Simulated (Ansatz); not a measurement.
# MgHF (built on the sites of a database entry of BaHI): from the cell to its phonons, part 3 of 3

How does MgHF (built on the sites of a database entry of BaHI) vibrate, and is this structure a minimum?

Ansatz 0.2.0; DFT PBEsol, scalar-relativistic, plane waves, PAW.

So far. Step 4 (Relaxing to small forces for the phonons): The largest force component left is 0.42 meV/Å and the pressure is 0.001 GPa, within the tolerances set. The cell now holds 8.85 Å³/atom. Step 5 (Modes at Γ): Before it was imposed, the acoustic sum rule was missed by 2.1e-4 eV/Å² and the charge sum rule by 0.0020 e. Small misses are needed for a sound result but don't prove that mesh and cutoff are converged. The relaxed cell has a = 3.247, c = 5.038 Å (conventional setting).

The structure was built from a prototype and need not be the compound's stable phase.

## 6. Phonons on a q mesh

Stability and thermal properties need the whole zone. Linear response on a 4×4×2 q mesh gives force constants as far as a supercell of that size would, and the tensors from the zone-centre run are typed in so that the long-range dipole term is interpolated apart.

input.yaml

```yaml
crystal:
  lattice:
    - [3.2471482844, 0.0, 0.0]
    - [0.0, 3.2471482844, 0.0]
    - [0.0, 0.0, 5.0382183931]
  atoms:
    - { symbol: Mg, position: [0.0, 0.5, 0.2243332709] }
    - { symbol: Mg, position: [0.5, 0.0, 0.7756667291] }
    - { symbol: H, position: [0.0, 0.0, 0.0] }
    - { symbol: H, position: [0.5, 0.5, 0.0] }
    - { symbol: F, position: [0.0, 0.5, 0.6168861077] }
    - { symbol: F, position: [0.5, 0.0, 0.3831138923] }
kpoints:
  mp_grid: { grid: [8, 8, 6] }
hamiltonian:
  xc: pbesol
scf:
  occupations: { method: fixed }
output:
  eigenvalues: true
phonons:
  method: dfpt
  qmesh: [4, 4, 2]
  temperatures: { t_max: 1000, t_step: 50 }
  qpath:
    path:
      - [[0.0, 0.0, 0.0], [0.0, 0.5, 0.0], [0.5, 0.5, 0.0], [0.0, 0.0, 0.0], [0.0, 0.0, 0.5], [0.0, 0.5, 0.5], [0.5, 0.5, 0.5], [0.0, 0.0, 0.5]]
      - [[0.0, 0.5, 0.0], [0.0, 0.5, 0.5]]
      - [[0.5, 0.5, 0.0], [0.5, 0.5, 0.5]]
    npoints: 10
  non_analytic_term:
    high_frequency_dielectric_tensor: [[3.2524, 0.0, 0.0], [0.0, 3.2524, 0.0], [0.0, 0.0, 2.8698]]
    born_effective_charges:
      - { species: Mg, tensor: [[2.0826, 0.0, 0.0], [0.0, 2.0826, 0.0], [0.0, 0.0, 2.0599]] }
      - { species: Mg, tensor: [[2.0826, 0.0, 0.0], [0.0, 2.0826, 0.0], [0.0, 0.0, 2.0599]] }
      - { species: H, tensor: [[-0.8863, 0.0, 0.0], [0.0, -0.8863, 0.0], [0.0, 0.0, -0.6063]] }
      - { species: H, tensor: [[-0.8863, 0.0, 0.0], [0.0, -0.8863, 0.0], [0.0, 0.0, -0.6063]] }
      - { species: F, tensor: [[-1.1963, 0.0, 0.0], [0.0, -1.1963, 0.0], [0.0, 0.0, -1.4535]] }
      - { species: F, tensor: [[-1.1963, 0.0, 0.0], [0.0, -1.1963, 0.0], [0.0, 0.0, -1.4535]] }
    source: "zone-centre run at this cell"
```

Started as:

```
$ ansatz run input.yaml --threads 8 --pin off --max-ram 14336MiB --backend cpu --events-out ev --progress --plain --runs-dir out
```

Numbers of over 12 decimals in the logs are rounded to 6 here.

The program printed:

```text
Warning: phonons: the dynamical matrix that this run interpolates holds no multipole term above the dipole-dipole one, and a site of this crystal is no centre of inversion, so its interpolated transverse optical and acoustic branches and sound speeds can stay off near Gamma, and the density of states and the thermodynamics with them. What a run solves at a wave vector of phonons.qpoints, Gamma apart, where the deck admits one, is free of this, and under fd what a larger phonons.supercell samples
[...]
Crystal: 6 atoms, lattice volume = 53.123 Å³
Basis set: ecut = 420 eV, 1057 PW (Γ), exchange–correlation on 48×48×72 points (8 copies of the dense FFT grid, shifted against one another)
Bands: 24, of which v1, the nominal top of the filled ones, is band 18 counted from 1 (17 counted from 0)
Symmetry: 16 space group operations
k-points: 60 of 384
[...]
SCF iter   1: F=—  HF=-5460.705080 eV  |F-HF|=—  |Δ(HF+E_count)|=         —  Δρ=1.26e-2  dr2=4.57e-2  ethr=1.77e-3  ⟨swp⟩=4.9  Hψ=5745  notcnv=0  defer=234
[...]
SCF iter   8: F=-5460.690509 eV  HF=-5460.690509 eV  |F-HF|=2.73e-12  |Δ(HF+E_count)|=  1.01e-10  Δρ=1.00e-7  dr2=2.49e-12  ethr=1.00e-12  ⟨swp⟩=9.3  Hψ=9127  notcnv=0
SCF 1 converged in 8 iterations: F = -5460.690509 eV  dr2 = 2.49e-12
[...]
NSCF: frozen V_eff on 60 k-points
[...]
DFPT response loops at q = (0, 0, 0) (fractional): preconditioner auto → Resta (q_TF=auto, 2.557 Å⁻¹)  ε∞=7.7 (no band partly filled); β = 1.00, the filter's whole step (`scf.mixing.beta` (0.50) is not read by the response loops at its default; to damp them type it under 1.00, their step now; it binds the ground state too); Broyden in place of MSR1
[...]
SCF converged after 8 iterations
Free energy (F): -5460.690509 eV
[...]
Internal energy: -5460.690509 eV  (E = F + TS)
E sigma→0 (E₀):  -5460.690509 eV
Fermi energy:    7.287067 eV
[...]
--- Band table (eV; the first three rows and the last of 60) ---
  k-point 0: bands = [... 14 lower, 1.8331, 2.5411, 2.5411, 7.1969, 11.0421, 11.6901, 15.0137, 15.0137, ... 2 higher]
  k-point 1: bands = [... 14 lower, 2.0443, 2.5348, 2.5348, 7.2189, 9.8814, 12.9569, 14.9703, 14.9703, ... 2 higher]
  k-point 2: bands = [... 14 lower, 2.5201, 2.5219, 2.5219, 7.2640, 8.7603, 14.4323, 14.8880, 14.8880, ... 2 higher]
  k-point 59: bands = [... 14 lower, 1.6439, 1.6439, 4.5439, 4.5439, 10.6511, 10.6511, 14.7646, 14.7646, ... 2 higher]
--- Phonons (Γ-DFPT): 6 representative perturbations + reference (Σ response iterations 22) ---
  ASR residual: 2.139e-4 → 0.000e0 eV/Å²; symmetrization residual: 9.049e-7 eV/Å²
  ASR residual per site (eV/Å²): 5.25e-5 5.25e-5 1.63e-5 1.63e-5 2.14e-4 2.14e-4
[...]
--- Phonons (arbitrary-q DFPT): 12 irreducible q on the 4×4×2 mesh ---
  q = [0.0000, 0.0000, 0.0000] (star 1, of the zone-centre solve; hermiticity 1.56e-7, symmetrization 1.87e-13): -136.22 -136.22 -0.00 -0.00 0.00 109.40 109.40 290.56 290.56 382.36 396.39 432.35 865.30 913.07 913.07 1225.16 1348.00 1348.00
  q = [0.0000, 0.0000, -0.5000] (star 1, 6 solved perturbations in 480 linear systems a pass and spin channel, the states on 100 of 384 k-point pairs; hermiticity 4.64e-8, symmetrization 2.47e-13): -132.32 -132.32 -78.56 -78.56 147.99 147.99 215.01 283.01 283.01 351.25 396.07 573.63 872.34 913.08 913.08 1325.83 1347.90 1347.90
  q = [0.0000, 0.2500, 0.0000] (star 4, 9 solved perturbations on 160 of 384 k-point pairs; hermiticity 1.54e-7, symmetrization 3.12e-14): -67.18 36.77 80.80 81.09 101.46 210.65 258.52 265.19 298.29 372.00 387.70 417.00 963.38 1024.99 1191.78 1198.64 1312.38 1323.91
[...]
sum rule: each row above includes the acoustic sum rule's correction from the zone centre's row sums; it moved no ω² by more than (2.10 cm⁻¹)²
  mesh force constants: q→R imaginary residual 2.38e-18; ASR residual 2.139e-4 → 0.000e0 eV/Å²; symmetrization residual 8.882e-16 eV/Å²
  interpolated dispersion: 94 rows × 18 modes
  density of states and harmonic sums: on the 20×20×12 q-mesh, interpolated from the force constants of a 4×4×2 supercell (with the dipole–dipole term of supplied tensors)
  largest difference from the sums on the solved wave vectors: F 1.40e-2 eV, S 2.09e-5 and C_V 6.52e-6 eV/K
  zero-point energy: 0.589522 eV/cell   skipped modes (ω ≤ 0): 765, of them read as no rigid motion or as one in doubt: 762 (1.578e0 modes/cell left out, lowest -220.78 cm⁻¹)   left out of the sums: 8.77e-2 of the cell's modes: C_V's classical limit lies that fraction below 3 k_B per atom; for a crystal, a wire or a layer, F and S can be off by more, and a phonons.interpolated_qmesh denser along its periods is the remedy for the sampling
```

Elapsed: 59 s, on 8 threads of AMD EPYC 9R45, shared host; peak memory 1.1 GiB; 7 min of CPU time.

This step gave:

| Item | Value |
| --- | --- |
| sum-rule residual before enforcement | 2.14e-4 eV/Å² |
| lowest frequency on the path | -220.8 cm⁻¹ |
| highest frequency on the path or at a solved wavevector | 1415 cm⁻¹ |
| lowest mode on the q mesh (acoustic modes at Γ apart) | -220.8 cm⁻¹ |

Frequencies (cm⁻¹) solved at each irreducible wavevector; negative means imaginary. Frequencies by wavevector, by row:

```csv
q in reciprocal lattice units,star,mode 1,mode 2,mode 3,mode 4,mode 16,mode 17,mode 18
0 0 0,1,-136.2,-136.2,0,0,1225,1348,1348
0 0 -0.5,1,-132.3,-132.3,-78.6,-78.6,1326,1348,1348
0 0.25 0,4,-67.2,36.8,80.8,81.1,1199,1312,1324
0 0.25 -0.5,4,-115.9,-61.4,17.2,139.2,1246,1312,1323
0 -0.5 0,2,82.7,82.7,95.5,95.5,1201,1264,1264
0 -0.5 -0.5,2,-55.1,-55.1,88.7,88.7,1201,1257,1257
0.25 0.25 0,4,-189.3,84.6,129.2,134.8,1167,1310,1382
0.25 0.25 -0.5,4,-147.4,76.9,98,99.6,1197,1291,1381
0.25 -0.5 0,4,-144.8,-144.8,163.8,163.8,1098,1375,1375
0.25 -0.5 -0.5,4,-127.5,-127.5,130.4,130.4,1104,1371,1371
-0.5 -0.5 0,1,-220.8,-220.8,211.9,211.9,1096,1415,1415
-0.5 -0.5 -0.5,1,-157.5,-157.5,124.8,124.8,1096,1412,1412
```

Interpolated from a 4×4×2 q mesh, with the LO-TO term (at Γ the limit along the path; where Γ stands inside the path, tables give the limit on arrival). The phonon branches at the labelled points (cm⁻¹):

```
    point  branch 1  branch 2  branch 3  branch 4  branch 15  branch 16  branch 17  branch 18
        Γ      -136         0         0         0       1166       1225       1348       1348
  halfway       -67        37        81        81       1192       1199       1312       1324
        X        83        83        96        96       1201       1201       1264       1264
  halfway      -145      -145       164       164       1098       1098       1375       1375
        M      -221      -221       212       212       1096       1096       1415       1415
  halfway      -189        85       129       135       1166       1167       1310       1382
        Γ      -136         0         0         0       1166       1225       1348       1348
  halfway      -134      -134       -61       -61        913       1325       1348       1348
        Z      -132      -132       -79       -79        913       1326       1348       1348
  halfway      -116       -61        17       139       1133       1246       1312       1323
        R       -55       -55        89        89       1201       1201       1257       1257
  halfway      -128      -128       130       130       1104       1104       1371       1371
        A      -158      -158       125       125       1096       1096       1412       1412
  halfway      -147        77        98       100       1167       1197       1291       1381
        Z      -132      -132       -79       -79        913       1326       1348       1348
jump to X        83        83        96        96       1201       1201       1264       1264
  halfway        44        44        86        86       1201       1201       1261       1261
        R       -55       -55        89        89       1201       1201       1257       1257
jump to M      -221      -221       212       212       1096       1096       1415       1415
  halfway      -196      -196       168       168       1096       1096       1413       1413
        A      -158      -158       125       125       1096       1096       1412       1412
```

Tetrahedra on a 20×20×12 mesh, mean over bins of 20 cm-1. Interpolated from a 4×4×2 q mesh. Phonon density of states against wavenumber; read off at these points:

```
wavenumber (cm⁻¹)  phonon density of states (1/cm⁻¹/cell)
             -230                                  1.0e-5
             -170                                 0.00817
             -110                                  0.0092
              -70                                 0.00617
              -10                                 0.00414
               50                                  0.0105
              110                                  0.0233
              130                                  0.0382
              170                                  0.0242
              210                                  0.0310
              230                                  0.0274
              270                                  0.0309
              330                                  0.0181
              350                                  0.0306
              390                                  0.0180
              410                                  0.0563
              450                                  0.0066
              510                                 0.00102
              570                                  1.2e-4
              610                                       0
              670                                 0.00125
              730                                 0.00181
              790                                  0.0023
              850                                 0.00285
              910                                 0.00687
              950                                 0.00642
             1010                                 0.00757
             1070                                  0.0107
             1130                                  0.0114
             1190                                  0.0104
             1250                                 0.00912
             1290                                  0.0112
             1350                                  0.0186
             1410                                 0.00851
```

The partial phonon density of states has structure finer than the step of the table below, so its rows give means over 50 cm⁻¹, whole bins alone (the curve runs from -230 to 1467 cm⁻¹). Peaks (cm⁻¹: height): F -145.0: 0.0107, 132.6: 0.0122, 282.1: 0.0140, 410.2: 0.0286; H 1104.2: 0.0152, 1349.8: 0.0168; Mg 132.6: 0.0217, 356.8: 0.0159, 410.2: 0.0145.

Phonopy on the run's constants, 17x17x11 mesh, Gaussian sigma 12.1 cm-1. Interpolated from a 4×4×2 q mesh. The partial phonon density of states by wavenumber; means over each step; values in 1/cm⁻¹/cell:

```csv
wavenumber (cm⁻¹),F,H,Mg
-200,0.00340,4.6e-5,6.1e-4
-150,0.00933,6.9e-5,0.00229
-100,0.00648,4.8e-5,0.00222
-50,0.00300,5.8e-5,0.00262
0,0.00129,3.4e-5,0.00165
50,0.00492,1.1e-4,0.00616
100,0.00859,1.7e-4,0.0133
150,0.0101,1.8e-4,0.0187
200,0.0108,1.6e-4,0.0175
250,0.0122,1.6e-4,0.0161
300,0.0113,1.4e-4,0.00795
350,0.0105,2.2e-4,0.0128
400,0.0203,1.8e-4,0.0115
450,0.00596,1.0e-4,0.00466
500,7.1e-4,3.8e-5,7.3e-4
550,2.2e-4,9.9e-6,2.3e-4
600,1.6e-5,2.1e-6,1.6e-5
650,0,5.7e-4,8.5e-7
700,2.1e-6,0.00148,1.2e-5
750,1.0e-5,0.00190,2.3e-5
800,1.0e-5,0.00245,3.3e-5
850,1.2e-5,0.00304,4.6e-5
900,2.6e-5,0.00604,7.5e-5
950,3.8e-5,0.00647,6.5e-5
1000,6.0e-5,0.00697,5.3e-5
1050,1.1e-4,0.00957,5.6e-5
1100,1.7e-4,0.0136,7.6e-5
1150,1.3e-4,0.0111,9.0e-5
1200,7.6e-5,0.00886,9.6e-5
1250,4.4e-5,0.00975,1.4e-4
1300,2.6e-5,0.0117,1.1e-4
1350,2.0e-5,0.0152,6.6e-5
1400,1.1e-5,0.00912,3.3e-5
```

Symmetry leaves 12 wavevectors to solve. The lowest mode among them, the acoustic zeros apart, lies at q = (-0.5, -0.5, 0) and is imaginary, 220.8i cm⁻¹, so the energy falls along it.

## 7. Another isotope, element H, natural mass 1.008 amu

An isotope changes the mass and not the force constants, so no new electronic calculation is needed; the shifts show which modes move this element.

The same force constants with the mass of H changed from 1.008 to 2.014 u (phonopy, no LO-TO term). Both lists are sorted by frequency; levels can cross, so a row need not hold one and the same mode. Modes under 3 cm⁻¹ are left out. Isotope shifts, by row, the first 40 of 60 rows:

```
       q  rank  natural mass (cm⁻¹)  changed mass (cm⁻¹)
   0 0 0     1               -136.2               -135.9
   0 0 0     2               -136.2               -135.9
   0 0 0     6                109.4                109.2
   0 0 0     7                109.4                109.2
   0 0 0     8                290.6                290.6
   0 0 0     9                290.6                290.6
   0 0 0    10                382.4                  382
   0 0 0    11                396.4                396.4
   0 0 0    12                432.4                432.4
   0 0 0    13                865.3                612.1
   0 0 0    14                913.1                654.8
   0 0 0    15                913.1                654.8
   0 0 0    16                 1225                877.4
   0 0 0    17                 1348                955.6
   0 0 0    18                 1348                955.6
0 0 -0.5     1               -132.3               -132.2
0 0 -0.5     2               -132.3               -132.2
0 0 -0.5     3               -78.56               -77.68
0 0 -0.5     4               -78.56               -77.68
0 0 -0.5     5                  148                147.9
0 0 -0.5     6                  148                147.9
0 0 -0.5     7                  215                  215
0 0 -0.5     8                  283                282.3
0 0 -0.5     9                  283                282.3
0 0 -0.5    10                351.2                344.8
0 0 -0.5    11                396.1                396.1
0 0 -0.5    12                573.6                573.6
0 0 -0.5    13                872.3                617.1
0 0 -0.5    14                913.1                654.9
0 0 -0.5    15                913.1                654.9
0 0 -0.5    16                 1326                955.5
0 0 -0.5    17                 1348                955.5
0 0 -0.5    18                 1348                955.5
0 0.25 0     1               -67.18                  -67
0 0.25 0     2                36.77                36.55
0 0.25 0     3                 80.8                80.39
0 0.25 0     4                81.09                80.94
0 0.25 0     5                101.5                101.2
0 0.25 0     6                210.7                  210
0 0.25 0     7                258.5                253.1
```

A mode of this element alone would shift by -29.26 %. The highest zone-centre frequency without the field goes from 1348.0 to 955.6 cm⁻¹ (-29.1 %).

## 8. Isotope substitution, element Mg, natural mass 24.305 amu

The same for Mg, from 24.30 to 25.98 u.

A mode of this element alone would shift by -3.28 %. The highest zone-centre frequency without the field goes from 1348.0 to 1347.8 cm⁻¹ (-0.0 %).

## 9. Outcome

* space group after relaxation (within 0.01 Å): P4/nmm
* volume per atom: 8.85 Å³
* gap on the k-mesh: 1.01 eV
* highest optical mode at the zone centre (no LO-TO term): 1348 cm⁻¹
* top of the zone-centre spectrum with the field: 1348 cm⁻¹
* lowest optical zone-centre mode: -136 cm⁻¹
* mean high-frequency dielectric constant: 3.12
* largest Born charge (third of the trace): 2.08 e
* lowest mode on the q mesh (acoustic modes at Γ apart): -221 cm⁻¹
* highest frequency on the path or at a solved wavevector: 1415 cm⁻¹
* imaginary modes on the 4×4×2 q mesh: yes

In words: Modes are clearly imaginary (beyond 10i cm⁻¹) at 11 of the 12 irreducible wavevectors, most at q = (-0.5, -0.5, 0) (220.8i cm⁻¹), so this structure is not a minimum of the energy. Without the field, the optical modes at Γ span -136 to 1348 cm⁻¹ (negative means imaginary). The highest mode in this list at Γ, 1348.0 cm⁻¹, is mostly motion of H (100 % of the kinetic energy). The macroscopic field leaves the top of the zone-centre spectrum where it is. Among the real modes, the strongest infrared line is at 913 cm⁻¹. Averaged over orientations, the strongest Raman line at 532 nm and 300 K is at 865 cm⁻¹. The tensors are the static, non-resonant ones, while 532 nm light (2.33 eV) lies above the computed gap. The program warns that the interpolation holds no quadrupole term, so branches close to Γ can be off in this crystal. The starting cell was built on a prototype and not taken from a measurement, so the phase need not exist. These are harmonic frequencies at zero temperature: anharmonic shifts, linewidths and thermal expansion are left out.

[Logs are printed without paths, hosts, clocks, repeated set-up lines and the standing remarks that a program may print on its own settings, such as how far it seeks lower states.]

[Hosts, paths, dates, database ids (printed as entryN), source tags and the programs' standing remarks are cut or masked in the printed files.]
